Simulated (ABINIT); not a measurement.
# PNO (Cc): a self-consistent loop beyond G0W0, cycle by cycle, part 3 of 3

Aim: iterate the self-energy on PNO (Cc) and follow the gap from cycle to cycle.

ABINIT 10.8.3; LDA and many-body steps on it, plane waves. Known limits of the many-body steps: not at the basis limit; coarse k mesh.

So far. Step 10 (evGW, cycle 1): Against G0W0 in ABINIT (2×2×4 mesh, 65 bands, screening to 106.1 eV, Godby-Needs plasmon pole), the gap moves by +0.742 eV. Step 13 (evGW, cycle 2): Against the cycle before, the gap moves by +0.059 eV.

**14. Screening, 2×2×4 mesh, 65 bands, screening to 106.1 eV**

This step: RPA screening on LDA, plane waves, norm-conserving pseudopotentials.

run.abi reads:

```
acell 3*1.0 Angstrom
rprim 
  3.278002254000 -3.286113380400 0.000000000000
  3.278002254000 3.286113380400 0.000000000000
  -3.028551860300 0.000000000000 3.488865954800
ntypat 3
znucl 15 7 8
natom 6
typat 1 1 2 2 3 3
xred 
  0.730409600000 0.010313920000 0.000167090000
  0.010313920000 0.730409600000 0.500167090000
  0.742864730000 0.382544620000 0.249632690000
  0.382544620000 0.742864730000 0.749632690000
  0.883089610000 0.000777520000 0.750200220000
  0.000777520000 0.883089610000 0.250200220000
pp_dirpath "pseudos"
pseudos "P.upf, N.upf, O.upf"
ecut 36
ngkpt 2 2 4
nshiftk 1
shiftk 0 0 0
kptopt 1
chksymbreak 0
istwfk *1
occopt 1
irdwfk 1
optdriver 3
nband 65
ecuteps 3.9
inclvkb 2
awtr 1
symchi 1
gwcalctyp 10
mbpt_sciss 3.259 eV
nqptdm 1
qptdm 
  0 0 0
indata_prefix "in"
outdata_prefix "out"
tmpdata_prefix "tmp"
```

On the command line:

```
$ OMP_NUM_THREADS=1 mpirun -n 4 abinit run.abi > log
```

Numbers of over 12 decimals in the logs are rounded to 6 here.

What it wrote:

```text
.Version 10.8.3 of ABINIT. v10.8.2 released Aug 2026.

 Symmetries : space group Cc (#  9); Bravais mC (1-face-center monocl.)
[... echo of the input left out ...]
== DATASET  1 ==================================================================
-   mpi_nproc: 4, omp_nthreads: 1 (-1 if OMP is not activated)

--- !DatasetInfo
iteration_state: {dtset: 1, }
dimensions: {natom: 6, nkpt: 9, mband: 65, nsppol: 1, nspinor: 1, nspden: 1, mpw: 5252, }
cutoff_energies: {ecut:  36.0, pawecutdg:  -1.0, }
[...]
[... chi0 elements left out ...]
 For q-point:  0.000010 0.000020 0.000030
  dielectric constant =   2.7245
  dielectric constant without local fields =   2.8983

  Average fulfillment of the sum rule on Im[epsilon] for q-point    1 :     50.92  [%]
[... wings left out ...]
== END DATASET(S) ==============================================================
================================================================================

 -outvars: echo values of variables after computation  --------
           etotal      0.0000000000E+00
            nband          65
             nkpt           9
          spgroup           9
 [... the other variables as echoed above ...]

 Calculation completed.
```

Elapsed: 10 s, on 4 MPI ranks of Arm Neoverse V1, shared host; peak memory 0.74 GiB.

Numbers from this step:

| Quantity | Value |
| --- | --- |
| ε∞ with local fields, on this mesh, along the program's q direction | 2.724 |
| the same without local fields | 2.898 |
| plasma frequency | 24.23 eV |
| plane waves in the screening matrix | 179 |

This screening uses the functional's bands under a rigid shift, the mean opening of the cycle before.

**15. Screening, 2×2×4 mesh, 65 bands, screening to 106.1 eV**

This step: RPA screening on LDA from quasiparticle energies, plane waves, norm-conserving pseudopotentials.

Edit run.abi of step 14 so:

```diff
@@ -33,7 +33,14 @@
 symchi 1
+irdqps 1
 gwcalctyp 10
-mbpt_sciss 3.259 eV
-nqptdm 1
+nqptdm 8
 qptdm 
-  0 0 0
+  0.5000000000 0.0000000000 0.0000000000
+  0.5000000000 0.5000000000 0.0000000000
+  0.0000000000 0.0000000000 0.2500000000
+  0.5000000000 0.0000000000 0.2500000000
+  0.5000000000 0.5000000000 0.2500000000
+  0.0000000000 0.0000000000 0.5000000000
+  0.5000000000 0.0000000000 0.5000000000
+  0.5000000000 0.5000000000 0.5000000000
 indata_prefix "in"
```

mrgscr.stdin reads:

```
2
merged
q0_SCR
out_SCR
1
```

On the command line:

```
$ OMP_NUM_THREADS=1 mpirun -n 4 abinit run.abi > log; mrgscr < mrgscr.stdin
```

What it wrote:

```text
.Version 10.8.3 of ABINIT. v10.8.2 released Aug 2026.

 Symmetries : space group Cc (#  9); Bravais mC (1-face-center monocl.)
[... echo of the input left out ...]
== DATASET  1 ==================================================================
-   mpi_nproc: 4, omp_nthreads: 1 (-1 if OMP is not activated)

--- !DatasetInfo
iteration_state: {dtset: 1, }
dimensions: {natom: 6, nkpt: 9, mband: 65, nsppol: 1, nspinor: 1, nspden: 1, mpw: 5252, }
cutoff_energies: {ecut:  36.0, pawecutdg:  -1.0, }
[...]
q-point number  1        q = ( 0.500000, 0.000000, 0.000000) [r.l.u.]
--------------------------------------------------------------------------------
[... chi0 elements left out ...]
  Average fulfillment of the sum rule on Im[epsilon] for q-point    2 :     62.02  [%]

--------------------------------------------------------------------------------
  q-point number  2        q = ( 0.500000, 0.500000, 0.000000) [r.l.u.]
--------------------------------------------------------------------------------
[... chi0 elements left out ...]
  Average fulfillment of the sum rule on Im[epsilon] for q-point    3 :     59.58  [%]

 [... 6 further q-points ...]
```

Elapsed: 9.4 s, on 4 MPI ranks; peak memory 0.6 GiB.

Numbers from this step:

| Quantity | Value |
| --- | --- |
| plasma frequency | 24.23 eV |
| plane waves in the screening matrix | 179 |

This screening reads the quasiparticle levels of the cycle before.

**16. evGW, cycle 3**

This step: evGW on LDA, plane waves, norm-conserving pseudopotentials.

Edit run.abi of step 15 so:

```diff
@@ -27,12 +27,10 @@
 irdwfk 1
-optdriver 3
+optdriver 4
 nband 65
-ecuteps 3.9
-inclvkb 2
-awtr 1
-symchi 1
-irdqps 1
 gwcalctyp 10
-nqptdm 8
-qptdm 
+ecutsigx 36
+symsigma 1
+nkptgw 9
+kptgw 
+  0.0000000000 0.0000000000 0.0000000000
   0.5000000000 0.0000000000 0.0000000000
@@ -45,2 +43,16 @@
   0.5000000000 0.5000000000 0.5000000000
+bdgw 
+  1 24
+  1 24
+  1 24
+  1 24
+  1 24
+  1 24
+  1 24
+  1 24
+  1 24
+ecuteps 3.9
+irdscr 1
+ppmodel 1
+irdqps 1
 indata_prefix "in"
```

On the command line:

```
$ OMP_NUM_THREADS=1 mpirun -n 4 abinit run.abi > log
```

What it wrote:

```text
.Version 10.8.3 of ABINIT. v10.8.2 released Aug 2026.

 Symmetries : space group Cc (#  9); Bravais mC (1-face-center monocl.)
[... echo of the input left out ...]
== DATASET  1 ==================================================================
-   mpi_nproc: 4, omp_nthreads: 1 (-1 if OMP is not activated)

--- !DatasetInfo
iteration_state: {dtset: 1, }
dimensions: {natom: 6, nkpt: 9, mband: 65, nsppol: 1, nspinor: 1, nspden: 1, mpw: 5252, }
cutoff_energies: {ecut:  36.0, pawecutdg:  -1.0, }
[...]
.  kptgw no:  3; Maximum DeltaE = (  -0.053  -0.006) for band index:  1
[...]
.  kptgw no:  8; Maximum DeltaE = (  -0.056   0.005) for band index:  1
.  kptgw no:  9; Maximum DeltaE = (  -0.104   0.007) for band index:  1

== END DATASET(S) ==============================================================
================================================================================

 -outvars: echo values of variables after computation  --------
           etotal      0.0000000000E+00
            nband          65
             nkpt           9
          spgroup           9
 [... the other variables as echoed above ...]

 Calculation completed.
```

Wall time 82 s (4 MPI ranks); peak memory 1.9 GiB.

Numbers from this step:

```yaml
quasiparticle_gap_on_the_mesh: 7.999 eV
gap_of_the_density_functional_on_the_mesh: 5.021 eV
k_of_the_valence_top: 0.5, 0.5, 0
k_of_the_conduction_bottom: 0, 0, 0
least_direct_quasiparticle_gap_on_the_computed_points: 8.678 eV
```

Against the cycle before, the gap moves by +0.007 eV.

**17. The runs together**

Times are wall times on 4 MPI ranks of Arm Neoverse V1, shared host, good to a factor of about two. A run's time includes the screening step that it read.

| run | mesh | bands | screening cutoff (eV) | DFT gap (eV) | gap on the mesh (eV) | direct (eV) | ε∞ used | time |
| --- | --- | --- | --- | --- | --- | --- | --- | --- |
| G0W0 | 2×2×4 | 65 | 106.1 | 5.021 | 7.191 | 7.853 | 3.25 | 21 s |
| evGW0, cycle 1 | 2×2×4 | 65 | 106.1 | 5.021 | 7.603 | 8.293 | 3.25 | 98 s |
| evGW0, cycle 2 | 2×2×4 | 65 | 106.1 | 5.021 | 7.465 | 8.132 | 3.25 | 98 s |
| evGW0, cycle 3 | 2×2×4 | 65 | 106.1 | 5.021 | 7.468 | 8.139 | 3.25 | 98 s |
| evGW, cycle 1 | 2×2×4 | 65 | 106.1 | 5.021 | 7.933 | 8.611 | 2.79 | 1.7 min |
| evGW, cycle 2 | 2×2×4 | 65 | 106.1 | 5.021 | 7.992 | 8.671 | 2.73 | 1.7 min |
| evGW, cycle 3 | 2×2×4 | 65 | 106.1 | 5.021 | 7.999 | 8.678 | 2.72 | 1.7 min |

**18. Results**

| Quantity | Value |
| --- | --- |
| G0W0 | 7.191 eV |
| evGW0, cycle 1 | 7.603 eV |
| evGW0, cycle 2 | 7.465 eV |
| evGW0, cycle 3 | 7.468 eV |
| evGW, cycle 1 | 7.933 eV |
| evGW, cycle 2 | 7.992 eV |
| evGW, cycle 3 | 7.999 eV |
| known limits | not at the basis limit; coarse k mesh |

Only the bands that the input lists are updated; the others, empty or deep, keep the functional's energies or take a rigid shift. The evGW loop starts from the last levels of evGW0, so its cycles and time come on top of those. evGW0 ends at 7.47 eV, +0.28 eV from G0W0, after 3 cycles that took 4.1 min beside the first screening; the last moved the gap by 0.003 eV. evGW ends at 8.00 eV, +0.81 eV from G0W0, after 3 cycles that took 5.1 min beside the first screening; the last moved the gap by 0.007 eV. The first cycle of evGW0 takes the full correction, without the factor Z, so it overshoots the one-shot value. Bands and cutoff are finite, so the gap is not at the basis limit. The miss can reach some tenths of an eV and take either sign; the mesh is an error of its own. The 2×2×4 mesh is coarse for this cell, which bears on the long-range parts of exchange and screening. In the updated screening the q = 0 part is built from Kohn-Sham bands under a rigid shift, the other q from the quasiparticle levels.

[Paths, hosts, dates, memory and timing lines, banners, echoed tables and standing remarks are left out of the program output.]

[Logs are printed without paths, hosts, clocks, repeated set-up lines and the standing remarks that a program may print on its own settings, such as how far it seeks lower states.]

[Runs of the session that timed out or met a known fault of the program may be left out.]

[Hosts, paths, dates, database ids (printed as entryN), source tags and the programs' standing remarks are cut or masked in the printed files.]

[G0W0 gaps are taken among the corrected bands and points alone; a level outside them can change the order at an edge.]

[Where Ansatz stands beside ABINIT at settings called matched, ABINIT's density can come from a denser mesh and the files from another edition; pairs whose starting gaps differed by over 0.03 eV were left out, so agreement reads better than it is.]
